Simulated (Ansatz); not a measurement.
# Anharmonic phonons and stability of ThTe (Pm-3m), part 2 of 2

How do the phonons of ThTe change with temperature at fixed cell?

Ansatz 0.2.0; DFT LDA, scalar-relativistic, plane waves, PAW.

So far. Step 4 (Single point at the given cell, occupations …): The static pressure at this volume is -4.0 GPa, so this functional's own equilibrium cell is smaller.

## 6. Self-consistent phonons (continued)

800 K; each column in its own order of rank; one wavevector of each set of like ones; translations left out; no LO-TO term. Modes at 800K, by row:

```
 q1   q2   q3  rank  harmonic (cm⁻¹)  gaussian (cm⁻¹)  gaussian error (cm⁻¹)  hessian (cm⁻¹)  hessian error (cm⁻¹)  path integral (cm⁻¹)  path integral error (cm⁻¹)
  0    0    0     1              113            119.9                    0.1           115.4                   0.2                 115.2                         0.3
  0    0    0     2              113            119.9                    0.1           115.4                   0.2                 115.2                         0.3
  0    0    0     3              113            119.9                    0.1           115.4                   0.2                 115.2                         0.3
  0    0  0.5     1             72.1             74.4                    0.1            69.8                   0.2                  69.5                         0.2
  0    0  0.5     2             72.1             74.4                    0.1            69.8                   0.2                  69.5                         0.2
  0    0  0.5     3             99.9            103.7                    0.1            98.3                   0.2                  98.2                         0.3
  0    0  0.5     4             99.9            103.7                    0.1            98.3                   0.2                  98.2                         0.3
  0    0  0.5     5            109.4              111                    0.2           108.8                   0.2                 108.7                         0.2
  0    0  0.5     6            120.7            125.2                    0.1           120.7                   0.2                 120.6                         0.3
  0  0.5  0.5     1             81.7             82.7                    0.1            79.5                   0.2                  79.2                         0.2
  0  0.5  0.5     2             83.1             82.7                    0.1            82.6                   0.1                  82.5                         0.1
  0  0.5  0.5     3             83.1               83                    0.2            82.6                   0.1                  82.5                         0.1
  0  0.5  0.5     4             97.4            100.8                    0.4              97                   0.5                  96.7                         0.5
  0  0.5  0.5     5            119.6            127.4                    0.1           123.6                   0.1                 123.6                         0.2
  0  0.5  0.5     6            119.6            127.4                    0.1           123.6                   0.1                 123.6                         0.2
0.5  0.5  0.5     1            100.5            103.2                    0.4           100.2                   0.5                 100.2                         0.5
0.5  0.5  0.5     2            100.5            103.2                    0.4           100.2                   0.5                 100.2                         0.5
0.5  0.5  0.5     3            100.5            103.2                    0.4           100.2                   0.5                 100.2                         0.5
0.5  0.5  0.5     4            122.9              126                    0.5           121.4                   0.5                 120.7                         0.5
0.5  0.5  0.5     5            122.9              126                    0.5           121.4                   0.5                 120.7                         0.5
0.5  0.5  0.5     6            122.9              126                    0.5           121.4                   0.5                 120.7                         0.5
```

By temperature, by row:

```
T (K)  verdict  pressure (GPa)  error (GPa)  vibrational free energy (eV/cell)  entropy (J/mol-cell/K)  free energy beyond the Gaussian (eV/cell)  mean-square displacement of the first Th, sum over three axes, rings (Å²)  rings doubtful
    0   stable           -3.68       0.0035                            0.03566                       0                                   -1.29e-5                                                                   0.002289           false
  100   stable          -3.551       0.0051                             0.0194                   39.05                                   -9.58e-5                                                                   0.004202           false
  300   stable          -3.023       0.0071                            -0.1228                      90                                   -7.11e-4                                                                    0.01151           false
  800   stable           -1.69        0.028                            -0.7325                   137.6                                   -0.00491                                                                    0.03131           false
```

The lowest frequency on the supercell's wavevectors (translations apart) by temperature:

```
temperature (K)  harmonic (cm⁻¹)  gaussian (cm⁻¹)  hessian (cm⁻¹)  path integral (cm⁻¹)
              0             72.1             72.4            72.1                  72.1
            100             72.1             72.5            71.8                  71.8
            300             72.1             73.0            71.1                  71.0
            800             72.1             74.5            69.8                  69.5
```

Free-energy Hessian at 800 K, interpolated by phonopy, no LO-TO term. Phonon branches along the path, in cm⁻¹:

```
    point  branch 1  branch 2  branch 3  branch 4  branch 5  branch 6
        Γ         0         0         0       115       115       115
  halfway        44        44        72       109       109       121
        X        70        70        98        98       109       121
  halfway        75        78        90        98       117       121
        M        80        83        83        97       124       124
  halfway        59        64        86       105       108       122
        Γ         0         0         0       115       115       115
  halfway        74        74        87       108       117       117
        R       100       100       100       121       121       121
  halfway        81        88        90       108       117       121
        X        70        70        98        98       109       121
jump to M        80        83        83        97       124       124
  halfway        90        91        91       110       123       123
        R       100       100       100       121       121       121
```

On this path the spectrum ends at 124 cm⁻¹ (between M and Γ). No branch goes imaginary on this path.

## 7. Outcome

| Item | Value |
| --- | --- |
| 0 K | stable; softest mode 72.1 cm⁻¹ (harmonic 72.1); pressure -3.68 GPa |
| 100 K | stable; softest mode 71.8 cm⁻¹ (harmonic 72.1); pressure -3.55 GPa |
| 300 K | stable; softest mode 71.1 cm⁻¹ (harmonic 72.1); pressure -3.02 GPa |
| 800 K | stable; softest mode 69.8 cm⁻¹ (harmonic 72.1); pressure -1.69 GPa |

What this shows: At fixed cell ThTe is judged stable at 0 K, stable at 100 K, stable at 300 K and stable at 800 K. The crystal is harmonically stable on these wavevectors; at fixed cell its lowest frequency is 72.1 cm⁻¹ in the harmonic picture and 69.8 cm⁻¹ from the free energy at 800 K. The free-energy curvature lies below the Gaussian's frequency because the cubic (bubble) term lowers it; of these two only the curvature can turn negative. At 800 K the largest relative shift among harmonically stable modes above 20 cm⁻¹ that exceeds three times its error is at q = (0, 0.5, 0.5): 120 cm⁻¹ becomes 124 ± 0.1 cm⁻¹, matching modes by rank. The pressure column includes -3.9 GPa of the lattice at rest on the supercell's coarser k-mesh; in the Gaussian the ions' motion adds +2.20 GPa at 800 K, from the supercell's own modes alone. The path-integral figures under 0 K were sampled at 3.2 K. The cell is held fixed, the 16-atom supercell samples only its own wavevectors, and linewidths are not included; the verdicts are statistical. The PAW files were made for PBE and are used here under another functional, for which the program regenerates the frozen cores. The series or run stands on the volume of the database entry, not on this functional's own equilibrium cell.

[Logs are printed without paths, hosts, clocks, repeated set-up lines and the standing remarks that a program may print on its own settings, such as how far it seeks lower states.]

[Hosts, paths, dates, database ids (printed as entryN), source tags and the programs' standing remarks are cut or masked in the printed files.]

[A step with changed settings may run another functional than the one named; its input shows which.]
